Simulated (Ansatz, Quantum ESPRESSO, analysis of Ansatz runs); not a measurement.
# Li5AuO4 (C2/m), nudged elastic band: V_Li hop (2.4 Å) (q = −1), part 5 of 5

Aim: the barrier of one jump in Li5AuO4 (C2/m) at charge −1: V_Li hop (2.4 Å). The model is a cell of 80 host atoms with 1 Li taken out; Li is the atom that moves.

Ansatz 0.2.0; plane-wave PAW DFT, PBEsol; nudged elastic band between two relaxed defect structures at fixed charge in a uniform background.

So far, barrier forward (eV): step 4 (nudged elastic band, charge −1, PBEsol) 0.378; step 6 (barrier from single points, PBEsol, denser k-mesh) 0.380; step 8 (barrier from single points, r2SCAN) 0.397; step 10 (barrier from single points, HSE06) 0.352.

## (11) Single point at the top of the path, PBEsol

A single point at the top of the band gives the levels near the gap and the populations there.

This step: plane-wave PAW DFT, PBEsol; single point of a defect supercell on a structure of the PBEsol path.

qm1.top.probe/input.yaml

```yaml
crystal:
  lattice:
    - [9.40268524, 0.0, -0.02548652]
    - [0.0, 9.40405317, 0.0]
    - [-2.07562506, 0.0, 9.16358709]
  atoms:
    - { symbol: Li, position: [-0.00088293, 0.78972936, 0.2503613] }
    - { symbol: Li, position: [0.25211222, 0.28378168, 0.24278995] }
[... 12 atom lines left out ...]
    - { symbol: O, position: [0.13223579, 0.35269965, 0.37033688] }
[... 4 atom lines left out ...]
    - { symbol: O, position: [0.38454845, 0.13444683, 0.35364732] }
[... 1 atom line left out ...]
    - { symbol: Li, position: [0.23943125, 0.28338631, 0.74646635] }
[... 3 atom lines left out ...]
    - { symbol: Li, position: [0.37487004, 0.25659254, 0.49373077] }
[... 3 atom lines left out ...]
    - { symbol: Li, position: [0.24546087, 0.50066303, 0.50657396] }
[... 3 atom lines left out ...]
    - { symbol: O, position: [0.36544058, 0.36464216, 0.64469406] }
[... 12 atom lines left out ...]
    - { symbol: Li, position: [0.51060624, 0.21411413, 0.25089452] }
[... 7 atom lines left out ...]
    - { symbol: O, position: [0.63233898, 0.35886235, 0.36300395] }
[... 10 atom lines left out ...]
    - { symbol: Li, position: [0.4963816, 0.21404298, 0.75089087] }
[... 1 atom line left out ...]
    - { symbol: Li, position: [0.50306084, 0.00063891, 0.4936497] }
[... 7 atom lines left out ...]
    - { symbol: O, position: [0.62072578, 0.14558416, 0.62768007] }
[... 2 atom lines left out ...]
    - { symbol: O, position: [0.86637001, 0.14729575, 0.87494552] }
total_charge: -1
basis:
  ecutwfc: 420
  xc_grid: 2
hamiltonian:
  xc: pbesol
kpoints:
  mp_grid: { grid: [1, 1, 1], shift: [0.25, 0.25, 0.25] }
scf:
  occupations: { method: fixed }
  max_iter: 150
output:
  forces: true
  eigenvalues: true
  eigenstates: { localisation: true }
  populations: true
  write_density: true
  write_potential: true
  volumetric_format: npy
  elf: true
checkpoint:
  write: "../qm1.top.probe.run"
  compress: false
  write_wavefunctions: false
  write_every: 100000
```

On the command line:

```console
ansatz run input.yaml --threads 4 --pin off --max-ram 15073MiB --backend cpu --events-out ev --progress --plain --runs-dir out
```

Numbers of over 12 decimals in the logs are rounded to 6 here.

What it wrote:

```text
[...]
Crystal: 79 atoms, lattice volume = 809.778 Å³
Basis set: ecut = 420 eV, 15817 PW (Γ), exchange–correlation on 128×128×128 points (8 copies of the dense FFT grid, shifted against one another)
Bands: 310, of which v1, the nominal top of the filled ones, is band 231 counted from 1 (230 counted from 0)
Symmetry: 1 space group operations
[...]
k-points: 1
[...]
SCF iter   1: F=—  HF=-129955.579468 eV  |F-HF|=—  |Δ(HF+E_count)|=         —  Δρ=1.68e-2  dr2=1.81e0  ethr=1.77e-3  ⟨swp⟩=5.0  Hψ=970  notcnv=0  defer=74
[...]
SCF iter  11: F=-129955.061048 eV  HF=-129955.061048 eV  |F-HF|=1.25e-8  |Δ(HF+E_count)|=   1.97e-8  Δρ=2.03e-6  dr2=3.28e-8  ethr=2.16e-11  ⟨swp⟩=7.0  Hψ=1528  notcnv=0
SCF 1 converged in 11 iterations: F = -129955.061048 eV  dr2 = 3.28e-8
[...]
SCF converged after 11 iterations
Free energy (F): -129955.061048 eV
[...]
atom  30  Li     0.00221285    -0.00988511     0.00025293
  [... 3 atoms left out ...]
  atom  34  O      0.00819684     0.02149289     0.00617051
  [... 31 atoms left out ...]
  atom  66  Li     0.00275120    -0.00155974     0.00184924
  [... 1 atom left out ...]
  atom  68  Li     0.00082314    -0.00265922     0.00202772
  [... 7 atoms left out ...]
  atom  76  O      0.00038069    -0.00148812    -0.00548951
  [... 3 atoms left out ...]
  max |Σ_I F_I| component: 1.29e-5 eV/Å
--- Band table (eV) ---
[...]
--- Löwdin populations: 79 sites ---
  site symbol       q [e]
     0     Li      2.2932
     1     Li      2.2946
[...]
14      O      7.0369
[...]
19      O      7.0683
  [... 1 atom left out ...]
    21     Li      2.2948
[...]
25     Li      2.2472
[...]
29     Li      2.2873
  [... 3 atoms left out ...]
    33      O      7.0681
  [... 31 atoms left out ...]
    65     Li      2.2939
  [... 1 atom left out ...]
    67     Li      2.2865
  [... 7 atoms left out ...]
    75      O      7.0364
  [... 3 atoms left out ...]
  spilling = 0.009047 (of n_electrons = 462.000000)
[key lines of the parts left out:]
Fermi energy:    5.280349 eV
```

Elapsed: 27 s, on 4 threads of Arm Neoverse V1, shared host; peak memory 1.5 GiB; 1.7 min of CPU time.

Read from the output:

```
free energy : -129955.0610 eV
```

From eigenstates.tsv, first k-point; energies on the run's zero. The participation number counts the atoms that a state is spread over, of 79; bands count from 0.

| spin | band | energy (eV) | occupation | participation | largest share on | share |
| --- | --- | --- | --- | --- | --- | --- |
| both | 225 | 5.121 | 2.00 | 33.9 | Au71 | 0.07 |
| both | 226 | 5.157 | 2.00 | 34.6 | Au71 | 0.07 |
| both | 227 | 5.195 | 2.00 | 31.5 | Au51 | 0.07 |
| both | 228 | 5.225 | 2.00 | 26.8 | O55 | 0.09 |
| both | 229 | 5.235 | 2.00 | 29.6 | O37 | 0.07 |
| both | 230 | 5.280 | 2.00 | 27.2 | O37 | 0.09 |
| both | 231 | 7.841 | 0.00 | 12.8 | Au52 | 0.17 |
| both | 232 | 7.897 | 0.00 | 20.1 | Au11 | 0.15 |
| both | 233 | 7.905 | 0.00 | 24.5 | Au31 | 0.11 |
| both | 234 | 7.973 | 0.00 | 24.1 | Au71 | 0.11 |
| both | 235 | 8.016 | 0.00 | 18.0 | Au32 | 0.15 |

Under PBEsol at one point at (¼, ¼, ¼), the highest filled state is spread over 27 of 79 atoms, and the lowest empty one, 2.56 eV above it, is spread over 13 of 79 atoms.

Valence electrons by atom (Löwdin), nearest atoms first, with the excess over far atoms of the same element, which can also hold differences between inequivalent host sites (the log counts sites from 0):

| atom | distance from the centre (Å) | electrons | excess |
| --- | --- | --- | --- |
| Li26 | 0.08 | 2.247 | -0.038 |
| O34 | 1.75 | 7.068 | -0.011 |
| O20 | 1.77 | 7.068 | -0.011 |
| Li66 | 2.40 | 2.294 | 0.008 |
| Li2 | 2.46 | 2.295 | 0.009 |
| O15 | 2.53 | 7.037 | -0.043 |
| O76 | 2.55 | 7.036 | -0.043 |
| Li68 | 2.64 | 2.287 | 0.001 |

Electrostatic potential energy in the bc plane at fractional x = 0.375, through the centre, with atoms of O and Li within 0.45 Å of it. With pseudopotentials it is smooth inside the atoms' cores, unlike the true potential.

Ten even steps from '_' (-37 eV) to '@' (10 eV), each cell a mean:
```
@@@@@@@@@@@@@@@@@@@@@@@@@@@@@@@@@@@@@@@@@@@@@@@@@@@@
@@@@##--::##@@@@@@@@@@@@@@@@@@@@@@@@@@@@%%==::++@@@@
@@@@--____--@@@@@@@@@@@@@@@@@@@@@@@@@@@@**____..##@@
@@@@++....++@@@@@@@@@@@@@@@@@@@@@@@@@@@@##::__::%%@@
%%@@%%####@@@@@@@@@@@@@@@@@@@@@@@@@@@@@@@@%%##%%@@%%
%%@@@@@@@@@@@@@@@@@@@@@@@@%%@@@@@@@@@@@@@@@@@@@@@@%%
@@@@@@@@@@@@@@@@%%**##%%%%%%%%@@@@@@@@@@@@@@@@@@@@@@
@@@@@@@@@@@@@@@@--__..**@@@@@@##--::**@@@@@@@@@@@@@@
@@@@@@@@@@@@@@%%::____++@@@@@@++____::@@@@@@@@@@@@@@
@@@@@@@@@@@@@@@@**--==%%@@@@@@**..__==@@@@@@@@@@@@@@
@@@@@@@@@@##****%%@@@@@@@@@@@@@@####%%@@@@@@@@@@@@@@
@@@@@@@@@@++::::**@@@@@@@@@@@@@@@@@@@@@@@@@@@@@@@@@@
@@@@@@@@@@**----**@@@@@@@@@@@@@@@@@@@@@@@@@@@@@@@@@@
@@@@@@####%%####%%@@@@@@@@@@@@@@@@@@@@@@%%==--**@@@@
@@@@==....**@@@@@@@@@@@@@@@@@@@@@@@@@@@@**____::%%@@
@@%%::____++@@@@@@@@@@@@@@@@@@@@@@@@@@@@##..__--%%@@
%%%%++::--%%@@@@@@@@@@@@@@@@@@@@@@@@@@@@@@##**%%@@%%
%%@@@@@@@@@@@@@@@@@@@@@@@@@@@@@@@@@@@@@@@@@@@@@@@@%%
@@@@@@@@@@@@@@@@@@@@@@@@%%%%@@@@@@@@@@@@@@@@@@@@@@@@
@@@@@@@@@@@@@@@@++--++%%@@%%@@##==--##@@@@@@@@@@@@@@
@@@@@@@@@@@@@@##..__..##@@@@@@==____--@@@@@@@@@@@@@@
@@@@@@@@@@@@@@##..__::%%@@@@@@++..__==@@@@@@@@@@@@@@
@@@@@@@@@@@@@@@@##**##@@@@@@@@@@##**%%@@@@@@@@@@@@@@
@@@@@@@@@@@@@@@@@@@@@@@@@@@@@@@@@@@@@@@@@@@@@@@@@@@@
```
Columns run along b (9.4 Å; values clipped at the 3rd and 97th percentile), rows up along c (9.4 Å). Atoms in or near the plane, at fractional coordinates: O at (0.35, 0.12), O at (0.85, 0.37), O at (0.65, 0.12), O at (0.13, 0.35), Li at (0.26, 0.49), O at (0.36, 0.64), O at (0.85, 0.88), O at (0.65, 0.63), O at (0.14, 0.88).

Valence density in the bc plane at fractional x = 0.375, through the centre, with atoms of O and Li within 0.45 Å of it. It is the smooth field of the valence electrons, not physical close to the nuclei.

Ten steps, logarithmic in the rise over the least value, from '_' (0.0 e/Å³) to '@' (6.8 e/Å³), each cell a mean:
```
..::--====--::........__________........--======::..
::--**%%%%**--..____________________..::++##%%##==::
::==##@@@@##==::____________________..--**@@@@%%++--
--==##@@@@##==..______..........____..--**%%@@%%++--
----++****==::........::::::::........::==++**++==--
----------::..::::------------::::::::..::----------
::::..........--++****======--====++==::........::::
......____..::++%%@@%%**==--==++##%%**==::..____....
____________::++%%@@@@**==--==##@@@@%%++::__________
____________::==**%%##++--::--**%%@@##==::__________
__________::++++======--....::==****++--..__________
______....++@@@@++::....____..::----::......::..____
__..::----++@@%%==______________........--====--::..
..--++****======..__________________..::++##%%**==::
::==##@@%%**--..____________________..--**@@@@%%++--
--++%%@@@@##--..________......______..--**%%@@%%++--
====**%%%%++--..____....::::::........::==****++==--
==--==++==--::....::::::------::::::....::--------==
--::::::::....::======----==----====--::......::::--
::....____..::==####**==----==++##%%**--....__....::
..________..--**@@@@%%**----==##@@@@%%==::________..
__________..--++%%@@%%++--::==##@@@@##==::__________
__________..::==**##**==::..::==****++--..__________
____..::::....::------::..__..::----::....::::....__
```
Columns run along b (9.4 Å), rows up along c (9.4 Å). Atoms in or near the plane, at fractional coordinates: O at (0.35, 0.12), O at (0.85, 0.37), O at (0.65, 0.12), O at (0.13, 0.35), Li at (0.26, 0.49), O at (0.36, 0.64), O at (0.85, 0.88), O at (0.65, 0.63), O at (0.14, 0.88).

ELF in the bc plane at fractional x = 0.375, through the centre, with atoms of O and Li within 0.45 Å of it. It is the smooth field of the valence electrons, not physical close to the nuclei.

Ten even steps from '0' (0.13 × 1e-1) to '9' (9.42 × 1e-1), each cell a mean:
```
03788620122100012101478751
05888861000000000004788861
15855873000011100026864772
14767872000123210016886751
22578741011123321002687632
32234311443223222210244222
32110015887422235763001123
32100048866621267887300123
11000158856730375488410011
00000025888730487687300000
00000032378610378874100000
00220398224200146531023320
02563179200000011101467741
04888411000000000014788861
15877851000000000026864761
15746872000122210016876751
13778851001233310003787631
22467510121233212210244222
32122113664222235652001123
32100037887411267886200123
21000158746621475588400012
00000158767720487687300000
00000026888620378874100000
01343102576400256631024420
```
Columns run along b (9.4 Å), rows up along c (9.4 Å). Atoms in or near the plane, at fractional coordinates: O at (0.35, 0.12), O at (0.85, 0.37), O at (0.65, 0.12), O at (0.13, 0.35), Li at (0.26, 0.49), O at (0.36, 0.64), O at (0.85, 0.88), O at (0.65, 0.63), O at (0.14, 0.88).

The distance between the highest filled and the lowest empty level goes from 2.52 eV at the start to 2.56 eV at the top.

## (12) What came out

```json
{
 "barrier forward": "0.38 eV",
 "barrier backward": "0.38 eV",
 "end less start": "0.00 eV",
 "hop length": "2.08 Å",
 "band iterations, as the log counts them": "5",
 "barrier from single points, PBEsol, denser k-mesh": "0.38 eV",
 "barrier from single points, r2SCAN": "0.40 eV",
 "barrier from single points, HSE06": "0.35 eV"
}
```

The top of the band lies 0.38 eV above the start and 0.38 eV above the end, which are alike in energy and neighbours. With an assumed prefactor of 1e13 per second it gives one hop a second along this one path at about 150 K; whether such hops link up through the crystal wasn't checked. At the top Li26 stands 1.76 Å from its nearest O, 0.12 Å closer than at the start. Across functionals on this path (PBEsol 0.378, r2SCAN 0.397 and HSE06 0.352 eV) the forward values spread by 0.045 eV. The order of the top as a saddle was not checked for all atoms, so a bent path could be lower. No image-charge correction is applied; it largely cancels along a path if the charge stays localised alike. What this leaves open: one k-point off the zone centre stands for the whole zone; spin–orbit coupling, which can matter with heavy atoms, is left out.

[Logs are printed without paths, hosts, clocks, repeated set-up lines and the standing remarks that a program may print on its own settings, such as how far it seeks lower states.]

[Hosts, paths, dates, database ids (printed as entryN), source tags and the programs' standing remarks are cut or masked in the printed files.]
